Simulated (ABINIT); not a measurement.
# CsPbBr3 (Pm-3m): a self-consistent loop beyond G0W0, cycle by cycle

How far does self-consistency move the gap of CsPbBr3 (Pm-3m)?

Program: ABINIT 10.8.3. Level of theory: PBE and many-body steps on it, plane waves. Results are calculated unless marked as measured.

**Experimental background.**

- Gap 2.39 eV: optical gap from intersection of absorption and PL spectra; UV-Vis absorption and photoluminescence; film (two-step solution-deposited film annealed at 350 C) (“Tunable Open Circuit Voltage by Engineering Inorganic Cesium Lead Bromide/Iodide Perovskite Solar Cells”, 2018, pmc:5802841).

Most raw output is cut from this account.

## 1. The structure

It takes space group Pm-3m (No. 221, cubic). Conventional cell: a = 5.949 Å, b = 5.949 Å, c = 5.949 Å, α = 90.00°, β = 90.00°, γ = 90.00°. Nearest to Cs lie 12 Br at 4.21 Å. Nearest to Pb lie 6 Br at 2.97 Å. Br has 2 Pb at 2.97 Å and 4 Cs at 4.21 Å nearest. Farther neighbours and most contacts between anions are not listed.

Structure file:

```cif
data_structure
_symmetry_space_group_name_H-M 'P 1'
_symmetry_Int_Tables_number 1
_cell_length_a 5.9486
_cell_length_b 5.9486
_cell_length_c 5.9486
_cell_angle_alpha 90.000
_cell_angle_beta 90.000
_cell_angle_gamma 90.000
_cell_volume 210.50
loop_
_atom_site_label
_atom_site_type_symbol
_atom_site_fract_x
_atom_site_fract_y
_atom_site_fract_z
_atom_site_occupancy
Cs1 Cs 0.00000 0.00000 0.00000 1
Pb2 Pb 0.50000 0.50000 0.50000 1
Br3 Br 0.50000 0.50000 0.00000 1
Br4 Br 0.50000 0.00000 0.50000 1
Br5 Br 0.00000 0.50000 0.50000 1
```

The cell and positions are those that the Materials Project relaxed with its own functionals (PBE, PBE+U or r2SCAN), kept fixed. Spin-orbit coupling is left out unless a step names it.

## 2. Empty states on the mesh, 2×2×2 mesh, 257 bands

This step: ABINIT 10.8.3; DFT, PBE, plane waves, norm-conserving pseudopotentials.

The sums over transitions need many empty states on a uniform mesh; this step solves for them.

Input file run.abi:

```
acell 3*1.0 Angstrom
rprim 
  5.948630820000 0.000000000000 0.000000000000
  0.000000000000 5.948630820000 0.000000000000
  0.000000000000 0.000000000000 5.948630820000
ntypat 3
znucl 55 82 35
natom 5
typat 1 2 3 3 3
xred 
  0.000000000000 0.000000000000 0.000000000000
  0.500000000000 0.500000000000 0.500000000000
  0.500000000000 0.500000000000 0.000000000000
  0.500000000000 0.000000000000 0.500000000000
  0.000000000000 0.500000000000 0.500000000000
pp_dirpath "pseudos"
pseudos "Cs.upf, Pb.upf, Br.upf"
ecut 34
ngkpt 2 2 2
nshiftk 1
shiftk 0 0 0
kptopt 1
chksymbreak 0
iscf -2
irdden 1
istwfk *1
nband 257
nbdbuf 22
tolwfr 1e-09
nstep 60
prtvol 0
indata_prefix "in"
outdata_prefix "out"
tmpdata_prefix "tmp"
```

Run with:

```console
OMP_NUM_THREADS=1 mpirun -n 4 abinit run.abi > log
```

The job ended after 3.7 min (4 MPI ranks of Arm Neoverse V1, shared host; peak memory 0.64 GiB; 15 min of CPU time).

Numbers from this step:

- gap: 1.690 eV
- k of the valence top: 0.5, 0.5, 0.5
- k of the conduction bottom: 0.5, 0.5, 0.5
- least direct gap: 1.690 eV
- k points computed: 4
- lowest point of the top converged band, above the valence top: 48.39 eV

On this mesh the gap is 1.690 eV.

The density comes from a self-consistent run that is not shown.

## 3. Screening, 2×2×2 mesh, 235 bands, screening to 130.6 eV

The RPA dielectric matrix is built and inverted for each q.

This step: RPA screening on PBE, plane waves, norm-conserving pseudopotentials.

Edit run.abi of step 2 so:

```diff
@@ -23,10 +23,11 @@
 chksymbreak 0
-iscf -2
-irdden 1
 istwfk *1
-nband 257
-nbdbuf 22
-tolwfr 1e-09
-nstep 60
-prtvol 0
+occopt 1
+irdwfk 1
+optdriver 3
+nband 235
+ecuteps 4.8
+inclvkb 2
+awtr 1
+symchi 1
 indata_prefix "in"
```

Elapsed: 3.3 min, on 4 MPI ranks; peak memory 3.3 GiB.

This step gave:

* ε∞ with local fields, on this mesh, along the program's q direction: 9.080
* the same without local fields: 10.30
* plasma frequency: 23.18 eV
* plane waves in the screening matrix: 739

Local fields lower ε∞ by 12 %. On a Γ-centred mesh this coarse the value itself is usually too large, while a short band sum pulls it down.

## 4. G0W0

The self-energy is evaluated for the states that the input lists, and the levels follow from it, in one-shot runs by the linearised quasiparticle equation.

This step: G0W0 on PBE, plane waves, norm-conserving pseudopotentials.

Edit run.abi of step 3 so:

```diff
@@ -26,8 +26,17 @@
 irdwfk 1
-optdriver 3
+optdriver 4
 nband 235
+gwcalctyp 0
+ecutsigx 34
+symsigma 1
+nkptgw 2
+kptgw 
+  0.5000000000 0.5000000000 0.5000000000
+  0.0000000000 0.0000000000 0.0000000000
+bdgw 
+  38 44
+  39 44
 ecuteps 4.8
-inclvkb 2
-awtr 1
-symchi 1
+irdscr 1
+ppmodel 1
 indata_prefix "in"
```

Elapsed: 87 s, on 4 MPI ranks; peak memory 2.8 GiB; 5.8 min of CPU time.

Numbers from this step:

```yaml
g0w0_gap_on_the_points_computed: 3.395 eV
starting_gap_on_the_mesh: 1.690 eV
k_of_the_valence_top: 0.5, 0.5, 0.5
k_of_the_conduction_bottom: 0.5, 0.5, 0.5
z_at_the_valence_top: 0.8
z_at_the_conduction_bottom: 0.818
least_direct_g0w0_gap_on_the_computed_points: 3.395 eV
```

The gap on the mesh goes from 1.69 eV to 3.40 eV, a correction of +1.71 eV.

## 5. evGW0, cycle 1

This step: evGW0 on PBE, plane waves, norm-conserving pseudopotentials.

Edit run.abi of step 4 so:

```diff
@@ -28,12 +28,16 @@
 nband 235
-gwcalctyp 0
+gwcalctyp 10
 ecutsigx 34
 symsigma 1
-nkptgw 2
+nkptgw 4
 kptgw 
+  0.0000000000 0.0000000000 0.0000000000
+  0.5000000000 0.0000000000 0.0000000000
+  0.5000000000 0.5000000000 0.0000000000
   0.5000000000 0.5000000000 0.5000000000
-  0.0000000000 0.0000000000 0.0000000000
 bdgw 
-  38 44
-  39 44
+  29 68
+  29 68
+  29 68
+  29 68
 ecuteps 4.8
```

Run time: 21 min. Hardware: 4 MPI ranks; peak memory 4.6 GiB.

This step gave:

| Item | Value |
| --- | --- |
| quasiparticle gap on the mesh | 3.805 eV |
| gap of the density functional on the mesh | 1.690 eV |
| k of the valence top | 0.5, 0.5, 0.5 |
| k of the conduction bottom | 0.5, 0.5, 0.5 |
| Z at the valence top | 0.8 |
| Z at the conduction bottom | 0.818 |
| least direct quasiparticle gap on the computed points | 3.805 eV |

Against G0W0 in ABINIT (2×2×2 mesh, 235 bands, screening to 130.6 eV, Godby-Needs plasmon pole), the gap moves by +0.410 eV. This first cycle still uses the starting levels; it takes the full correction, at all points of the mesh, and its linearised value is 3.395 eV.

## 6. evGW0, cycle 2

The corrected levels of the last cycle go back in.

Edit run.abi of step 5 so:

```diff
@@ -45,2 +45,3 @@
 ppmodel 1
+irdqps 1
 indata_prefix "in"
```

It took 21 min on 4 MPI ranks; peak memory 4.6 GiB; 82 min of CPU time.

This step gave:

```
quasiparticle gap on the mesh                         : 3.643 eV
gap of the density functional on the mesh             : 1.690 eV
k of the valence top                                  : 0.5, 0.5, 0.5
k of the conduction bottom                            : 0.5, 0.5, 0.5
least direct quasiparticle gap on the computed points : 3.643 eV
```

Against the cycle before, the gap moves by −0.162 eV.

## 7. evGW0, cycle 3

run.abi is that of step 6.

It took 21 min on 4 MPI ranks; peak memory 4.6 GiB.

This step gave:

```
quasiparticle gap on the mesh                         : 3.655 eV
gap of the density functional on the mesh             : 1.690 eV
k of the valence top                                  : 0.5, 0.5, 0.5
k of the conduction bottom                            : 0.5, 0.5, 0.5
least direct quasiparticle gap on the computed points : 3.655 eV
```

Against the cycle before, the gap moves by +0.012 eV.

## 8. evGW0, cycle 4

run.abi is that of step 7.

It took 21 min on 4 MPI ranks; peak memory 4.6 GiB; 82 min of CPU time.

Numbers from this step:

| Property | Result |
| --- | --- |
| quasiparticle gap on the mesh | 3.654 eV |
| gap of the density functional on the mesh | 1.690 eV |
| k of the valence top | 0.5, 0.5, 0.5 |
| k of the conduction bottom | 0.5, 0.5, 0.5 |
| least direct quasiparticle gap on the computed points | 3.654 eV |

Against the cycle before, the gap moves by −0.001 eV.

## 9. Screening, 2×2×2 mesh, 235 bands, screening to 130.6 eV

This step: RPA screening on PBE, plane waves, norm-conserving pseudopotentials.

Edit run.abi of step 8 so:

```diff
@@ -26,22 +26,13 @@
 irdwfk 1
-optdriver 4
+optdriver 3
 nband 235
+ecuteps 4.8
+inclvkb 2
+awtr 1
+symchi 1
 gwcalctyp 10
-ecutsigx 34
-symsigma 1
-nkptgw 4
-kptgw 
-  0.0000000000 0.0000000000 0.0000000000
-  0.5000000000 0.0000000000 0.0000000000
-  0.5000000000 0.5000000000 0.0000000000
-  0.5000000000 0.5000000000 0.5000000000
-bdgw 
-  29 68
-  29 68
-  29 68
-  29 68
-ecuteps 4.8
-irdscr 1
-ppmodel 1
-irdqps 1
+mbpt_sciss 2.119 eV
+nqptdm 1
+qptdm 
+  0 0 0
 indata_prefix "in"
```

Wall time 2.1 min (4 MPI ranks); peak memory 3.3 GiB.

Numbers from this step:

```yaml
eps_infinity_with_local_fields_on_this_mesh_along_the_program_s_q_direction: 5.862
the_same_without_local_fields: 6.497
plasma_frequency: 23.18 eV
plane_waves_in_the_screening_matrix: 739
```

This screening uses the functional's bands under a rigid shift, the mean opening of the cycle before.

## 10. Screening, 2×2×2 mesh, 235 bands, screening to 130.6 eV

This step: RPA screening on PBE from quasiparticle energies, plane waves, norm-conserving pseudopotentials.

Edit run.abi of step 9 so:

```diff
@@ -32,7 +32,9 @@
 symchi 1
+irdqps 1
 gwcalctyp 10
-mbpt_sciss 2.119 eV
-nqptdm 1
+nqptdm 3
 qptdm 
-  0 0 0
+  0.5000000000 0.0000000000 0.0000000000
+  0.5000000000 0.5000000000 0.0000000000
+  0.5000000000 0.5000000000 0.5000000000
 indata_prefix "in"
```

Input file mrgscr.stdin:

```
2
merged
q0_SCR
out_SCR
1
```

Run with:

```console
OMP_NUM_THREADS=1 mpirun -n 4 abinit run.abi > log; mrgscr < mrgscr.stdin
```

Wall time 90 s (4 MPI ranks); peak memory 2.8 GiB; 6 min of CPU time.

Numbers from this step:

```yaml
plasma_frequency: 23.18 eV
plane_waves_in_the_screening_matrix: 739
```

This screening reads the quasiparticle levels of the cycle before.

## 11. evGW, cycle 1

This step: evGW on PBE, plane waves, norm-conserving pseudopotentials.

Edit run.abi of step 10 so:

```diff
@@ -26,12 +26,10 @@
 irdwfk 1
-optdriver 3
+optdriver 4
 nband 235
-ecuteps 4.8
-inclvkb 2
-awtr 1
-symchi 1
-irdqps 1
 gwcalctyp 10
-nqptdm 3
-qptdm 
+ecutsigx 34
+symsigma 1
+nkptgw 4
+kptgw 
+  0.0000000000 0.0000000000 0.0000000000
   0.5000000000 0.0000000000 0.0000000000
@@ -39,2 +37,11 @@
   0.5000000000 0.5000000000 0.5000000000
+bdgw 
+  29 68
+  29 68
+  29 68
+  29 68
+ecuteps 4.8
+irdscr 1
+ppmodel 1
+irdqps 1
 indata_prefix "in"
```

Run with:

```console
OMP_NUM_THREADS=1 mpirun -n 4 abinit run.abi > log
```

It took 21 min on 4 MPI ranks; peak memory 4.6 GiB.

This step gave:

```yaml
quasiparticle_gap_on_the_mesh: 4.085 eV
gap_of_the_density_functional_on_the_mesh: 1.690 eV
k_of_the_valence_top: 0.5, 0.5, 0.5
k_of_the_conduction_bottom: 0.5, 0.5, 0.5
least_direct_quasiparticle_gap_on_the_computed_points: 4.085 eV
```

Against G0W0 in ABINIT (2×2×2 mesh, 235 bands, screening to 130.6 eV, Godby-Needs plasmon pole), the gap moves by +0.690 eV.

## 12. Screening, 2×2×2 mesh, 235 bands, screening to 130.6 eV

This step: RPA screening on PBE, plane waves, norm-conserving pseudopotentials.

Edit run.abi of step 11 so:

```diff
@@ -26,22 +26,13 @@
 irdwfk 1
-optdriver 4
+optdriver 3
 nband 235
+ecuteps 4.8
+inclvkb 2
+awtr 1
+symchi 1
 gwcalctyp 10
-ecutsigx 34
-symsigma 1
-nkptgw 4
-kptgw 
-  0.0000000000 0.0000000000 0.0000000000
-  0.5000000000 0.0000000000 0.0000000000
-  0.5000000000 0.5000000000 0.0000000000
-  0.5000000000 0.5000000000 0.5000000000
-bdgw 
-  29 68
-  29 68
-  29 68
-  29 68
-ecuteps 4.8
-irdscr 1
-ppmodel 1
-irdqps 1
+mbpt_sciss 2.587 eV
+nqptdm 1
+qptdm 
+  0 0 0
 indata_prefix "in"
```

It took 2.1 min on 4 MPI ranks; peak memory 3.3 GiB.

Numbers from this step:

```yaml
eps_infinity_with_local_fields_on_this_mesh_along_the_program_s_q_direction: 5.500
the_same_without_local_fields: 6.077
plasma_frequency: 23.18 eV
plane_waves_in_the_screening_matrix: 739
```

This screening uses the functional's bands under a rigid shift, the mean opening of the cycle before.

## 13. Screening, 2×2×2 mesh, 235 bands, screening to 130.6 eV

This step: RPA screening on PBE from quasiparticle energies, plane waves, norm-conserving pseudopotentials.

Edit run.abi of step 12 so:

```diff
@@ -32,7 +32,9 @@
 symchi 1
+irdqps 1
 gwcalctyp 10
-mbpt_sciss 2.587 eV
-nqptdm 1
+nqptdm 3
 qptdm 
-  0 0 0
+  0.5000000000 0.0000000000 0.0000000000
+  0.5000000000 0.5000000000 0.0000000000
+  0.5000000000 0.5000000000 0.5000000000
 indata_prefix "in"
```

mrgscr.stdin is that of step 10.

Run with:

```console
OMP_NUM_THREADS=1 mpirun -n 4 abinit run.abi > log; mrgscr < mrgscr.stdin
```

Wall time 91 s (4 MPI ranks); peak memory 2.8 GiB; 6.1 min of CPU time.

This step gave:

```yaml
plasma_frequency: 23.18 eV
plane_waves_in_the_screening_matrix: 739
```

This screening reads the quasiparticle levels of the cycle before.

## 14. evGW, cycle 2

This step: evGW on PBE, plane waves, norm-conserving pseudopotentials.

Edit run.abi of step 13 so:

```diff
@@ -26,12 +26,10 @@
 irdwfk 1
-optdriver 3
+optdriver 4
 nband 235
-ecuteps 4.8
-inclvkb 2
-awtr 1
-symchi 1
-irdqps 1
 gwcalctyp 10
-nqptdm 3
-qptdm 
+ecutsigx 34
+symsigma 1
+nkptgw 4
+kptgw 
+  0.0000000000 0.0000000000 0.0000000000
   0.5000000000 0.0000000000 0.0000000000
@@ -39,2 +37,11 @@
   0.5000000000 0.5000000000 0.5000000000
+bdgw 
+  29 68
+  29 68
+  29 68
+  29 68
+ecuteps 4.8
+irdscr 1
+ppmodel 1
+irdqps 1
 indata_prefix "in"
```

Run with:

```console
OMP_NUM_THREADS=1 mpirun -n 4 abinit run.abi > log
```

The job ended after 21 min (4 MPI ranks; peak memory 4.6 GiB; 82 min of CPU time).

Numbers from this step:

| Property | Result |
| --- | --- |
| quasiparticle gap on the mesh | 4.137 eV |
| gap of the density functional on the mesh | 1.690 eV |
| k of the valence top | 0.5, 0.5, 0.5 |
| k of the conduction bottom | 0.5, 0.5, 0.5 |
| least direct quasiparticle gap on the computed points | 4.137 eV |

Against the cycle before, the gap moves by +0.052 eV.

## 15. Side by side

Times are wall times on 4 MPI ranks of Arm Neoverse V1, shared host, good to a factor of about two. A run's time includes the screening step that it read.

```tsv
run	mesh	bands	screening cutoff (eV)	DFT gap (eV)	gap on the mesh (eV)	direct (eV)	ε∞ used	time
G0W0	2×2×2	235	130.6	1.690	3.395	3.395	9.08	4.8 min
evGW0, cycle 1	2×2×2	235	130.6	1.690	3.805	3.805	9.08	24 min
evGW0, cycle 2	2×2×2	235	130.6	1.690	3.643	3.643	9.08	24 min
evGW0, cycle 3	2×2×2	235	130.6	1.690	3.655	3.655	9.08	24 min
evGW0, cycle 4	2×2×2	235	130.6	1.690	3.654	3.654	9.08	24 min
evGW, cycle 1	2×2×2	235	130.6	1.690	4.085	4.085	5.86	24 min
evGW, cycle 2	2×2×2	235	130.6	1.690	4.137	4.137	5.50	24 min
```

## 16. Outcome

```yaml
g0w0: 3.395 eV
evgw0_cycle_1: 3.805 eV
evgw0_cycle_2: 3.643 eV
evgw0_cycle_3: 3.655 eV
evgw0_cycle_4: 3.654 eV
evgw_cycle_1: 4.085 eV
evgw_cycle_2: 4.137 eV
known_limits: not at the basis limit; no spin-orbit coupling; coarse k mesh
```

In words: Only the bands that the input lists are updated; the others, empty or deep, keep the functional's energies or take a rigid shift. The evGW loop starts from the last levels of evGW0, so its cycles and time come on top of those. evGW0 ends at 3.65 eV, +0.26 eV from G0W0, after 4 cycles that took 82 min beside the first screening; the last moved the gap by 0.001 eV. evGW ends at 4.14 eV, +0.74 eV from G0W0, after 2 cycles that took 48 min beside the first screening; the last moved the gap by 0.052 eV, so the loop had not settled. The first cycle of evGW0 takes the full correction, without the factor Z, so it overshoots the one-shot value. Against experiment, by evGW, cycle 2: the direct gap of 4.14 eV lies +1.75 eV from the measured 2.39 eV (exciton, 2018). An exciton line or allowed optical edge lies below the quasiparticle gap by the binding energy; a forbidden edge can push the onset above it. These are gaps on the mesh, at modest bands and cutoff. The calculation has static nuclei and no excitons; a measured gap holds zero-point and thermal motion, which in such lone-pair compounds can raise it as well as lower it. Bands and cutoff are finite, so the gap is not at the basis limit. The miss can reach some tenths of an eV and take either sign; the mesh is an error of its own. The 2×2×2 mesh is coarse for this cell, which bears on the long-range parts of exchange and screening. Where an edge is built on 6p states of lead, bismuth or thallium, scalar-relativistic gaps usually stand too wide, by a few tenths to over one eV. This is the ideal cubic cell; many perovskites, halides above all, are cubic only on average, and local tilts or off-centring can widen the gap. In the updated screening the q = 0 part is built from Kohn-Sham bands under a rigid shift, the other q from the quasiparticle levels. The many-body steps are scalar-relativistic: spin-orbit coupling is not in them.

[Paths, hosts, dates, memory and timing lines, banners, echoed tables and standing remarks are left out of the program output.]

[Logs are printed without paths, hosts, clocks, repeated set-up lines and the standing remarks that a program may print on its own settings, such as how far it seeks lower states.]

[Runs of the session that timed out or met a known fault of the program may be left out.]

[Hosts, paths, dates, database ids (printed as entryN), source tags and the programs' standing remarks are cut or masked in the printed files.]

[G0W0 gaps are taken among the corrected bands and points alone; a level outside them can change the order at an edge.]

[Where Ansatz stands beside ABINIT at settings called matched, ABINIT's density can come from a denser mesh and the files from another edition; pairs whose starting gaps differed by over 0.03 eV were left out, so agreement reads better than it is.]
